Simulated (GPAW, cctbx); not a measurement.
# By hand: from a DFT structure factor to an extinction distance in Cd2Bi

Cd2Bi, Fd-3m (no. 227, origin choice 1), a = 8.5356 Å, b = 8.5356 Å, c = 8.5356 Å, α = 90.00°, β = 90.00°, γ = 90.00°.

| atom | mult. | x | y | z |
| --- | --- | --- | --- | --- |
| Bi1 | 8 | 1/4 | 3/4 | 3/4 |
| Cd1 | 16 | 3/8 | 1/8 | 7/8 |

The cell comes from substitution in a known structure type and wasn't matched to any measured phase.

A DFT run (GPAW, PBE, 450 eV, 5×5×5 k-points, Fermi–Dirac width 0.1 eV) gives the static X-ray structure factor of 040 as 49.598 e for the conventional cell; superposed free atoms give 50.240 e. **Problem.** Find the Fourier component V of the crystal potential and the two-beam extinction distance at 120 kV in both cases.

**1. Geometry**

The cell volume is Ω = 621.87 Å³ and d(040) = 2.1339 Å, so g = 1/d = 0.4686 Å⁻¹.

**2. The nuclei**

Electrons feel nuclei as well as electrons, so the nuclear charges are summed with the same phases.

Phase sums Σ exp(2πi h·x), turned so that the total is real and positive: Bi -8.000, Cd +16.000. Then F_Z = 83 × (-8.000) + 48 × (+16.000) = 104.00 e. The electron term has the same sign for this reflection.

**3. Mott–Bethe**

Poisson's equation, term by term, gives V = (e/4πε₀)(F_Z − F)/(πΩg²), with e/4πε₀ = 14.3996 V Å.

The prefactor is 14.3996 × 2.1339²/(π × 621.87) = 0.03356 V per electron. Free atoms: (104.00 − 50.240) × 0.03356 = 1.804 V. Crystal: (104.00 − 49.598) × 0.03356 = 1.826 V. F changes by -1.28 % and V by +1.2 %: the same 0.64 e is measured against F_Z − F = 53.8 e in place of F = 50.2 e.

**4. Extinction distance**

In the two-beam case ξ = 1/(λU) with U = 2γm₀eV/h², that is ξ = 150.41 V Å²/(γλV).

At 120 kV, λ = 0.03349 Å and γ = 1.2348. Free atoms: ξ = 2016 Å. Crystal: ξ = 1992 Å. The thickness fringes go as sin²(πt/ξ), so the two patterns slip by a quarter of a period when t|1/ξ₁ − 1/ξ₀| = 1/4, at t ≈ 4220 nm, thicker than usual samples. Thermal motion, absorption and many-beam coupling, left out here, change a real pattern.

**5. Answer**

V(040) is 1.83 V against 1.80 V, and ξ is 1992 against 2016 Å. Limits: static atoms, two beams.
